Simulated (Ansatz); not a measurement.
# I on Mo(110): change of the work function

How does one ordered layer of I (hollow site) change the work function of Mo(110), and what dipole does each adsorbate carry?

Method: plane-wave DFT, PBE, Ansatz PAW, in Ansatz 0.2.0.

**1. The system as given**

The cell holds 4 atoms: 4 Mo. Cell: a = 2.728 Å, b = 2.728 Å, c = 24.682 Å, α = 90.0°, β = 90.0°, γ = 70.5°. Vacuum lies along c.

**2. The clean slab**

The bare slab comes first, as the zero from which every change is counted. The two lowest layers are held at bulk places and the upper ones relax. The dipole correction removes the false field that a one-sided slab makes across the periodic vacuum, so each face gets a flat vacuum level of its own.

Input file input.yaml:

```yaml
crystal:
  lattice:
    - [2.2273863607, -1.575, 0.0]
    - [2.2273863607, 1.575, 0.0]
    - [0.0, 0.0, 24.6821590822]
  atoms:
    - { symbol: Mo, position: [0.0, 0.0, 0.3646358477] }
    - { symbol: Mo, position: [0.5, 0.5, 0.4548786159] }
    - { symbol: Mo, position: [0.0, 0.0, 0.5451213841] }
    - { symbol: Mo, position: [0.5, 0.5, 0.6353641523] }
kpoints:
  mp_grid: { grid: [12, 12, 1] }
hamiltonian:
  xc: pbe
scf:
  occupations: { method: fermi_dirac, width: 0.1 }
  convergence: { dr2_threshold: 1.0e-08 }
efield:
  axis: 3
  dipole_correction: true
  ramp_position: 0.97
  ramp_width: 0.06
relax:
  f_tol: 0.02
  max_steps: 60
  constraints: [{ sites: [0, 1] }]
output:
  write_potential: true
  write_density: true
  volumetric_format: npy
```

Started as:

```bash
> ansatz run input.yaml --threads 4 --pin off --max-ram 6144MiB --backend cpu --events-out ev --progress --plain --runs-dir out
```

The log of the run:

```text
Engine: ansatz 0.2.0, aarch64-unknown-linux-gnu
Pseudopotentials: kind: paw
Pseudopotential: Mo, paw, valence charge 14, recommended cutoff 420 eV (normal), Mo.paw.azcp
Functional definition: PBE
  parameter kappa = 0.804
  parameter beta = 0.066725
  exchange = pbe_x(kappa = kappa, mu = beta*pi^2/3)
  correlation = pbe_c(beta = beta)
Crystal: 4 atoms, lattice volume = 173.177 Å³
Basis set: ecut = 420 eV, 3445 PW (Γ), exchange–correlation on 40×40×360 points (8 copies of the dense FFT grid, shifted against one another)
Bands: 34, of which v1, the nominal top of the filled ones, is band 28 counted from 1 (27 counted from 0)
Symmetry: 4 space group operations
k-points: 43 of 144
Non-local potential: Mo, projectors of the file, l = 0: 3, l = 1: 2, l = 2: 2, l = 3: 1
PAW form: soft (Blöchl's): semilocal exchange-correlation on the pseudo side does not see the compensation charge
PAW one-centre angular grid: Mo, 590 points (default); XC on 64 Gauss nodes
Initial density: superposition of atomic densities (neutral atoms: chi_scale 0, normalization atom), corrected by the library's trained network
Initial wavefunctions: pseudopotential atomic-orbital guess
Functional: x = pbe(κ = 0.804, μ = 0.219515), c = pbe(β = 0.066725)
SCF iter   1: F=—  HF=-19821.647128 eV  |F-HF|=—  |Δ(HF+E_count)|=         —  Δρ=3.78e-3  dr2=1.40e-1  ethr=1.77e-3  p=-0.000 e·Å  D=-4.77e-14 V/Å  ΔV_dip=0.00 eV  dr2_dipole=1.17e-6  V_vac-E_F(+/−)=4.86/4.86 eV  ⟨swp⟩=8.9  Hψ=15645  notcnv=0  defer=5
efield: sawtooth ramp at fractional position 0.9700 (set: `efield.ramp_position`, or a place that a band, a saddle search or an elastic batch's reference lends), width 0.0600; the density the first Hamiltonian is built on has a dipole p = -0.000 e·Å; the dipole correction subtracts the counter field D = -4.77e-14 V/Å, which shifts the + side's vacuum level by +0.00 eV against the − side's; the planar-averaged density in the ramp window peaks in size at 1.4e-5 e/Å³
automatic band count: the SCF goes on with 40 bands, as 34 were too few: the levels above may hold too much charge
preconditioner: auto → LDOS  [metal: Δε(μ)=0.026 eV  Ē_g=5.170 eV  σ=0.100 eV  W_gap=0.07  n_scr=16 (ndim 8)  ℏωp=13.8 eV  f_vac=0.563  D(μ)=3.57/eV (n_scr^D=14)  β→1.0]
SCF iter   2: F=—  HF=-19821.643445 eV  |F-HF|=—  |Δ(HF+E_count)|=   3.68e-3  Δρ=1.93e-3  dr2=1.96e-2  ethr=2.50e-4  p=0.000 e·Å  D=4.94e-6 V/Å  ΔV_dip=-0.00 eV  dr2_dipole=1.04e-6  V_vac-E_F(+/−)=4.70/4.70 eV  ⟨swp⟩=2.1  Hψ=2763  notcnv=0  defer=21
SCF iter   3: F=—  HF=-19821.641432 eV  |F-HF|=—  |Δ(HF+E_count)|=   2.01e-3  Δρ=5.02e-4  dr2=1.45e-3  ethr=3.50e-5  p=0.000 e·Å  D=3.71e-6 V/Å  ΔV_dip=-0.00 eV  dr2_dipole=1.26e-7  V_vac-E_F(+/−)=4.72/4.72 eV  ⟨swp⟩=2.2  Hψ=2388  notcnv=0  defer=21
SCF iter   4: F=—  HF=-19821.641192 eV  |F-HF|=—  |Δ(HF+E_count)|=   2.41e-4  Δρ=1.36e-4  dr2=7.48e-5  ethr=2.60e-6  p=0.000 e·Å  D=1.73e-6 V/Å  ΔV_dip=-0.00 eV  dr2_dipole=3.26e-8  V_vac-E_F(+/−)=4.71/4.71 eV  ⟨swp⟩=3.0  Hψ=2598  notcnv=0  defer=21
SCF iter   5: F=—  HF=-19821.641212 eV  |F-HF|=—  |Δ(HF+E_count)|=   2.06e-5  Δρ=3.96e-5  dr2=6.14e-6  ethr=1.34e-7  p=0.000 e·Å  D=1.84e-7 V/Å  ΔV_dip=-0.00 eV  dr2_dipole=7.59e-10  V_vac-E_F(+/−)=4.70/4.70 eV  ⟨swp⟩=2.6  Hψ=2473  notcnv=0  defer=21
SCF iter   6: F=—  HF=-19821.641292 eV  |F-HF|=—  |Δ(HF+E_count)|=   7.97e-5  Δρ=1.55e-5  dr2=8.69e-7  ethr=1.10e-8  p=-0.000 e·Å  D=-9.75e-8 V/Å  ΔV_dip=0.00 eV  dr2_dipole=2.59e-12  V_vac-E_F(+/−)=4.70/4.70 eV  ⟨swp⟩=2.1  Hψ=2413  notcnv=0  defer=21
SCF iter   7: F=—  HF=-19821.641293 eV  |F-HF|=—  |Δ(HF+E_count)|=   4.78e-7  Δρ=4.02e-6  dr2=7.38e-8  ethr=1.55e-9  p=-0.000 e·Å  D=-1.25e-7 V/Å  ΔV_dip=0.00 eV  dr2_dipole=3.69e-11  V_vac-E_F(+/−)=4.69/4.69 eV  ⟨swp⟩=2.1  Hψ=2303  notcnv=0  defer=21
SCF iter   8: F=-19821.641293 eV  HF=-19821.641293 eV  |F-HF|=4.27e-9  |Δ(HF+E_count)|=   8.39e-8  Δρ=1.47e-6  dr2=6.62e-9  ethr=1.79e-11  p=-0.000 e·Å  D=-2.43e-8 V/Å  ΔV_dip=0.00 eV  dr2_dipole=1.83e-12  V_vac-E_F(+/−)=4.69/4.69 eV  ⟨swp⟩=10.7  Hψ=11440  notcnv=0
SCF 1 converged in 8 iterations: F = -19821.641293 eV  dr2 = 6.62e-9
  greatest PAW one-centre occupation: 0.998 electrons in one spin orbital (limit 2), on the Mo atom at site 0 (counted from 0), in its partial waves of l = 0
relax step   1: F+E_penalty+E_count = -19821.64129266 eV  Δ(F+E_penalty+E_count) = +0.000e0 eV  max|allowed force component| = 6.071e-1 eV/Å  Δτ_max = 0.0000 Å  (8 SCF iters, accepted)
Bands: 40, of which v1, the nominal top of the filled ones, is band 28 counted from 1 (27 counted from 0)
Initial density: handed on by an earlier stage of this run
Initial wavefunctions: those handed on with the density
iter 1 solved again at ethr=6.81e-4 eV; its pass at ethr=3.10e-3 eV (dr2=3.81e-1 eV) is discarded
SCF iter   1: F=—  HF=-19821.655302 eV  |F-HF|=—  |Δ(HF+E_count)|=         —  Δρ=9.01e-3  dr2=3.79e-1  ethr=6.81e-4  p=0.000 e·Å  D=7.11e-7 V/Å  ΔV_dip=-0.00 eV  dr2_dipole=2.16e-3  V_vac-E_F(+/−)=4.71/4.71 eV  ⟨swp⟩=1.6  Hψ=6582  notcnv=0  defer=26
efield: sawtooth ramp at fractional position 0.9700 (set: `efield.ramp_position`, or a place that a band, a saddle search or an elastic batch's reference lends), width 0.0600; the density the first Hamiltonian is built on has a dipole p = 0.000 e·Å; the dipole correction subtracts the counter field D = 7.11e-7 V/Å, which shifts the + side's vacuum level by -0.00 eV against the − side's; the planar-averaged density in the ramp window peaks in size at 3.6e-6 e/Å³
preconditioner: auto → LDOS  [metal: Δε(μ)=0.032 eV  Ē_g=5.280 eV  σ=0.100 eV  W_gap=0.08  n_scr=16 (ndim 8)  ℏωp=13.8 eV  f_vac=0.569  D(μ)=3.64/eV (n_scr^D=14)  β→1.0]
SCF iter   2: F=—  HF=-19821.637650 eV  |F-HF|=—  |Δ(HF+E_count)|=   1.77e-2  Δρ=4.01e-3  dr2=1.08e-1  ethr=6.78e-4  p=0.007 e·Å  D=7.44e-3 V/Å  ΔV_dip=-0.18 eV  dr2_dipole=1.22e-3  V_vac-E_F(+/−)=4.51/4.69 eV  ⟨swp⟩=2.3  Hψ=2710  notcnv=0  defer=26
SCF iter   3: F=—  HF=-19821.629266 eV  |F-HF|=—  |Δ(HF+E_count)|=   8.38e-3  Δρ=1.79e-3  dr2=1.82e-2  ethr=1.92e-4  p=0.006 e·Å  D=6.37e-3 V/Å  ΔV_dip=-0.16 eV  dr2_dipole=2.87e-4  V_vac-E_F(+/−)=4.55/4.71 eV  ⟨swp⟩=2.4  Hψ=3010  notcnv=0  defer=26
SCF iter   4: F=—  HF=-19821.625514 eV  |F-HF|=—  |Δ(HF+E_count)|=   3.75e-3  Δρ=4.20e-4  dr2=7.00e-4  ethr=3.26e-5  p=0.007 e·Å  D=7.29e-3 V/Å  ΔV_dip=-0.18 eV  dr2_dipole=1.75e-5  V_vac-E_F(+/−)=4.52/4.70 eV  ⟨swp⟩=3.0  Hψ=2790  notcnv=0  defer=26
[...]
preconditioner: auto → LDOS  [metal: Δε(μ)=0.017 eV  Ē_g=5.205 eV  σ=0.100 eV  W_gap=0.04  n_scr=16 (ndim 8)  ℏωp=13.8 eV  f_vac=0.567  D(μ)=3.42/eV (n_scr^D=14)  β→1.0]
SCF iter   2: F=—  HF=-19821.665870 eV  |F-HF|=—  |Δ(HF+E_count)|=   3.93e-3  Δρ=2.32e-3  dr2=4.41e-2  ethr=1.98e-4  p=0.006 e·Å  D=6.20e-3 V/Å  ΔV_dip=-0.15 eV  dr2_dipole=3.08e-3  V_vac-E_F(+/−)=4.55/4.71 eV  ⟨swp⟩=2.0  Hψ=2812  notcnv=0  defer=26
SCF iter   3: F=—  HF=-19821.662933 eV  |F-HF|=—  |Δ(HF+E_count)|=   2.94e-3  Δρ=8.29e-4  dr2=4.40e-3  ethr=7.87e-5  p=0.006 e·Å  D=6.03e-3 V/Å  ΔV_dip=-0.15 eV  dr2_dipole=6.38e-4  V_vac-E_F(+/−)=4.55/4.70 eV  ⟨swp⟩=2.0  Hψ=2291  notcnv=0  defer=26
SCF iter   4: F=—  HF=-19821.662283 eV  |F-HF|=—  |Δ(HF+E_count)|=   6.51e-4  Δρ=2.74e-4  dr2=4.17e-4  ethr=7.86e-6  p=0.005 e·Å  D=5.31e-3 V/Å  ΔV_dip=-0.13 eV  dr2_dipole=6.02e-5  V_vac-E_F(+/−)=4.57/4.70 eV  ⟨swp⟩=3.5  Hψ=3106  notcnv=0  defer=26
SCF iter   5: F=—  HF=-19821.662246 eV  |F-HF|=—  |Δ(HF+E_count)|=   3.68e-5  Δρ=7.82e-5  dr2=1.95e-5  ethr=7.45e-7  p=0.005 e·Å  D=5.03e-3 V/Å  ΔV_dip=-0.12 eV  dr2_dipole=1.51e-6  V_vac-E_F(+/−)=4.57/4.70 eV  ⟨swp⟩=2.5  Hψ=2546  notcnv=0  defer=26
SCF iter   6: F=—  HF=-19821.662253 eV  |F-HF|=—  |Δ(HF+E_count)|=   7.25e-6  Δρ=2.97e-5  dr2=1.84e-6  ethr=3.47e-8  p=0.005 e·Å  D=4.92e-3 V/Å  ΔV_dip=-0.12 eV  dr2_dipole=6.05e-9  V_vac-E_F(+/−)=4.57/4.70 eV  ⟨swp⟩=2.1  Hψ=2333  notcnv=0  defer=26
SCF iter   7: F=—  HF=-19821.662328 eV  |F-HF|=—  |Δ(HF+E_count)|=   7.45e-5  Δρ=1.27e-5  dr2=5.17e-7  ethr=3.28e-9  p=0.005 e·Å  D=4.84e-3 V/Å  ΔV_dip=-0.12 eV  dr2_dipole=2.83e-8  V_vac-E_F(+/−)=4.58/4.70 eV  ⟨swp⟩=2.1  Hψ=2436  notcnv=0  defer=26
SCF iter   8: F=—  HF=-19821.662328 eV  |F-HF|=—  |Δ(HF+E_count)|=   8.29e-8  Δρ=2.78e-6  dr2=3.22e-8  ethr=9.24e-10  p=0.005 e·Å  D=4.83e-3 V/Å  ΔV_dip=-0.12 eV  dr2_dipole=1.60e-9  V_vac-E_F(+/−)=4.58/4.70 eV  ⟨swp⟩=2.8  Hψ=3061  notcnv=0  defer=26
SCF iter   9: F=-19821.662328 eV  HF=-19821.662328 eV  |F-HF|=6.62e-9  |Δ(HF+E_count)|=   1.90e-8  Δρ=8.02e-7  dr2=1.26e-9  ethr=1.79e-11  p=0.005 e·Å  D=4.82e-3 V/Å  ΔV_dip=-0.12 eV  dr2_dipole=8.06e-15  V_vac-E_F(+/−)=4.58/4.70 eV  ⟨swp⟩=10.1  Hψ=11130  notcnv=0
SCF 3 converged in 9 iterations: F = -19821.662328 eV  dr2 = 1.26e-9
relax step   3: F+E_penalty+E_count = -19821.66232783 eV  Δ(F+E_penalty+E_count) = -2.104e-2 eV  max|allowed force component| = 1.718e-1 eV/Å  Δτ_max = 0.0695 Å  (9 SCF iters, accepted)
SCF iter   1: F=—  HF=-19821.663916 eV  |F-HF|=—  |Δ(HF+E_count)|=         —  Δρ=8.39e-4  dr2=3.50e-3  ethr=6.23e-5  p=0.005 e·Å  D=4.82e-3 V/Å  ΔV_dip=-0.12 eV  dr2_dipole=1.17e-4  V_vac-E_F(+/−)=4.57/4.69 eV  ⟨swp⟩=2.4  Hψ=3395  notcnv=0  defer=26
efield: sawtooth ramp at fractional position 0.9700 (set: `efield.ramp_position`, or a place that a band, a saddle search or an elastic batch's reference lends), width 0.0600; the density the first Hamiltonian is built on has a dipole p = 0.005 e·Å; the dipole correction subtracts the counter field D = 4.82e-3 V/Å, which shifts the + side's vacuum level by -0.12 eV against the − side's; the planar-averaged density in the ramp window peaks in size at 4.2e-6 e/Å³
preconditioner: auto → LDOS  [metal: Δε(μ)=0.010 eV  Ē_g=5.198 eV  σ=0.100 eV  W_gap=0.02  n_scr=16 (ndim 8)  ℏωp=13.8 eV  f_vac=0.567  D(μ)=3.47/eV (n_scr^D=14)  β→1.0]
SCF iter   2: F=—  HF=-19821.663778 eV  |F-HF|=—  |Δ(HF+E_count)|=   1.38e-4  Δρ=4.26e-4  dr2=1.37e-3  ethr=6.24e-6  p=0.004 e·Å  D=4.06e-3 V/Å  ΔV_dip=-0.10 eV  dr2_dipole=2.10e-5  V_vac-E_F(+/−)=4.60/4.70 eV  ⟨swp⟩=2.0  Hψ=2569  notcnv=0  defer=26
SCF iter   3: F=—  HF=-19821.663680 eV  |F-HF|=—  |Δ(HF+E_count)|=   9.75e-5  Δρ=1.70e-4  dr2=1.67e-4  ethr=2.44e-6  p=0.004 e·Å  D=4.18e-3 V/Å  ΔV_dip=-0.10 eV  dr2_dipole=3.14e-6  V_vac-E_F(+/−)=4.59/4.69 eV  ⟨swp⟩=2.0  Hψ=2242  notcnv=0  defer=26
SCF iter   4: F=—  HF=-19821.663648 eV  |F-HF|=—  |Δ(HF+E_count)|=   3.23e-5  Δρ=4.02e-5  dr2=5.53e-6  ethr=2.98e-7  p=0.004 e·Å  D=4.07e-3 V/Å  ΔV_dip=-0.10 eV  dr2_dipole=5.62e-7  V_vac-E_F(+/−)=4.60/4.70 eV  ⟨swp⟩=3.4  Hψ=3040  notcnv=0  defer=26
SCF iter   5: F=—  HF=-19821.663725 eV  |F-HF|=—  |Δ(HF+E_count)|=   7.67e-5  Δρ=1.23e-5  dr2=5.71e-7  ethr=9.88e-9  p=0.004 e·Å  D=3.99e-3 V/Å  ΔV_dip=-0.10 eV  dr2_dipole=4.19e-8  V_vac-E_F(+/−)=4.60/4.70 eV  ⟨swp⟩=2.7  Hψ=2627  notcnv=0  defer=26
SCF iter   6: F=—  HF=-19821.663725 eV  |F-HF|=—  |Δ(HF+E_count)|=   2.10e-7  Δρ=3.79e-6  dr2=5.79e-8  ethr=1.02e-9  p=0.004 e·Å  D=3.95e-3 V/Å  ΔV_dip=-0.10 eV  dr2_dipole=2.24e-9  V_vac-E_F(+/−)=4.60/4.70 eV  ⟨swp⟩=2.3  Hψ=2351  notcnv=0  defer=26
SCF iter   7: F=-19821.663725 eV  HF=-19821.663725 eV  |F-HF|=3.88e-9  |Δ(HF+E_count)|=   3.93e-8  Δρ=1.56e-6  dr2=8.52e-9  ethr=1.79e-11  p=0.004 e·Å  D=3.94e-3 V/Å  ΔV_dip=-0.10 eV  dr2_dipole=2.54e-10  V_vac-E_F(+/−)=4.60/4.70 eV  ⟨swp⟩=10.8  Hψ=11535  notcnv=0
SCF 4 converged in 7 iterations: F = -19821.663725 eV  dr2 = 8.52e-9
relax step   4: F+E_penalty+E_count = -19821.66372504 eV  Δ(F+E_penalty+E_count) = -1.397e-3 eV  max|allowed force component| = 6.160e-3 eV/Å  Δτ_max = 0.0105 Å  (7 SCF iters, accepted)
NSCF: frozen V_eff on 43 k-points
the band table was solved once a step of the walk had ended and its energy, with any forces and stress, was formed, with the checks that follow a solve (8320 applications of the Hamiltonian). They found nothing against the state; the energy, forces and stress were not computed again (output.eigenvalues in the input reference)
SCF converged after 7 iterations
Free energy (F): -19821.663725 eV
Harris-Foulkes:  -19821.663725 eV  (|F-HF|=3.88e-9)
Internal energy: -19821.546906 eV  (E = F + TS)
E sigma→0 (E₀):  -19821.605316 eV
Entropy (-TS):   -0.116819 eV (-29.205 meV/atom)
Fermi energy:    4.749028 eV
Dipole field:    D = 0.003959 V/Å  (p = 0.003789 e·Å, saw-weighted, corrected)
Work function:   Φ+ = 4.5981 eV   Φ− = 4.6959 eV
Levels:          The Fermi level and band energies are counted from a zero that moves with the ramp; work functions are not
--- Per-component energies (eV) ---
  E_band       = -1128.803101
  E_kinetic    = 1758.636077
  E_local      = -73076.344926  (includes V_loc(G=0)·N_el)
  E_nonlocal   = 573.008626
  E_hartree    = 35551.714988
  E_xc         = -730.509318
  E_vxc        = -911.323818  (∫ρ·V_xc dr)
  E_paw        = -12805.328642  (= ΣΔE_a)
  E_vpaw       = -576.218629  (= ΣTr[D̂ρ^β])
  E_aug_tail   = 0.000170  (compensation charges beyond the density's cutoff)
  E_efield     = 0.000007  (sawtooth field / dipole correction)
  E_vefield    = 0.002053  (∫n·V_field dr)
  E_ewald      = 28907.276112
  E_smearing   = -0.116819  (= −TS)
  E_closure    = -0.000000  (closes the sum)
  Σ components = -19821.663725   (vs F -19821.663725, Δ=0.00e0)
--- Forces (eV/Å), atoms counted from 1 ---
  atom   1  Mo     0.00000000     0.00000000     0.48968382
  atom   2  Mo     0.00000000    -0.00000000    -0.48732685
  atom   3  Mo     0.00000000    -0.00000000    -0.00615989
  atom   4  Mo     0.00000000     0.00000000     0.00374740
  max |Σ_I F_I| component: 5.55e-5 eV/Å
--- Band table (eV; the first three rows and the last of 43) ---
  k-point 0: bands = [... 24 lower, 3.2679, 3.3587, 3.5222, 3.7666, 4.8655, 5.1015, 5.8499, 5.9160, ... 8 higher]
  k-point 1: bands = [... 24 lower, 3.1262, 3.2374, 3.5562, 3.9741, 4.5550, 5.1890, 5.4643, 5.7715, ... 8 higher]
  k-point 2: bands = [... 24 lower, 2.9540, 3.0742, 3.7021, 3.9784, 4.4501, 4.6794, 5.6510, 5.7078, ... 8 higher]
  k-point 42: bands = [... 24 lower, 3.2412, 5.2680, 5.2859, 5.5507, 5.7353, 6.1980, 7.4154, 7.7054, ... 8 higher]
--- Relaxed structure (4 steps of the walk, 3 accepted, 0 SCFs on fresh bases) ---
  F+E_penalty+E_count = -19821.66372504 eV   max|allowed force component| = 6.160e-3 eV/Å
  atoms:
    - { symbol: Mo, position: [0.0, 0.0, 0.364636] }
    - { symbol: Mo, position: [0.500000, 0.500000, 0.454879] }
    - { symbol: Mo, position: [-3.918099e-19, 3.918099e-19, 0.546022] }
    - { symbol: Mo, position: [0.500000, 0.500000, 0.632974] }
```

The job ended after 25 s (4 threads of Arm Neoverse V1, shared host; peak memory 0.59 GiB).

The column dr2 measures how far the density is from self-consistency, as an energy; F and HF (Harris–Foulkes) agree once it is small.

Step by step:

```
step  energy less that of the first step (eV)  largest force component (eV/Å)
   1                                   0.0000                          0.6071
   2                                   0.0156                          0.8030
   3                                  -0.0210                          0.1718
   4                                  -0.0224                          0.0062
```

Relaxation step 2 was tried and not accepted.

The run keeps the 4 symmetry operations that the program found, so distortions that break them were not tested.

The atoms that moved most (Å):

```
atom     dx     dy      dz  length
 Mo4  0.000  0.000  -0.059   0.059
 Mo3  0.000  0.000   0.022   0.022
```

The relaxed structure:

```xyz
4
Lattice="2.2274 -1.5750 0.0000 2.2274 1.5750 0.0000 0.0000 0.0000 24.6822" Properties=species:S:1:pos:R:3
Mo    0.0000    0.0000    9.0000
Mo    2.2274    0.0000   11.2274
Mo    0.0000    0.0000   13.4770
Mo    2.2274    0.0000   15.6232
```

Numbers from this step:

```yaml
energy_at_zero_smearing: -19821.6053 eV
work_function_upper_face: 4.598 eV
work_function_lower_face: 4.696 eV
dipole_along_the_normal: 0.003789 e·Å
step_between_the_vacuum_levels: -0.09771 eV
```

Running mean over 2.227 Å of the planar mean; the ramp of the sawtooth is left out. The electron's electrostatic potential energy less the Fermi level by z:

z (Å), electron's electrostatic potential energy less the Fermi level (eV) and a bar from the least value:
```
      3.5        4.7 ##############################
      4.0        4.7 ##############################
      4.5        4.7 ##############################
      5.0        4.7 ##############################
      5.5        4.7 ##############################
      6.0        4.6 ##############################
      6.5        4.2 #############################
      7.0        3.2 ############################
      7.5       -0.1 ######################
      8.0       -6.0 #############
      8.5      -10.8 #####
      9.0      -12.4 ##
      9.5      -12.6 ##
     10.0      -12.7 ##
     10.5      -12.8 #
     11.0      -12.9 #
     11.5      -12.9 #
     12.0      -12.7 ##
     12.5      -12.7 ##
     13.0      -12.8 #
     13.5      -13.0 #
     14.0      -13.4 
     14.5      -13.7 
     15.0      -13.3 #
     15.5      -12.7 ##
     16.0      -11.5 ####
     16.5       -7.5 ##########
     17.0       -1.5 ####################
     17.5        2.6 ###########################
     18.0        4.0 #############################
     18.5        4.4 ##############################
     19.0        4.5 ##############################
     19.5        4.6 ##############################
     20.0        4.6 ##############################
     20.5        4.6 ##############################
     21.0        4.6 ##############################
     21.5        4.6 ##############################
```

The relaxation took 4 steps and lowered the energy by 0.022 eV; the largest force on the free atoms ends at 0.0062 eV/Å.

The work function of the upper face is 4.60 eV.

(Part 1 of 2 ends here.)

[Long decimals in the printed logs are rounded to 6 places.]

[Logs are printed without paths, hosts, clocks, repeated set-up lines and the standing remarks that a program may print on its own settings, such as how far it seeks lower states.]

[Hosts, paths, dates, database ids (printed as entryN), source tags and the programs' standing remarks are cut or masked in the printed files.]

[Maps of the electrostatic potential energy from Ansatz leave out the sawtooth potential of an applied field or a dipole correction, so their vacuum need not be flat; planar profiles and work functions include it.]
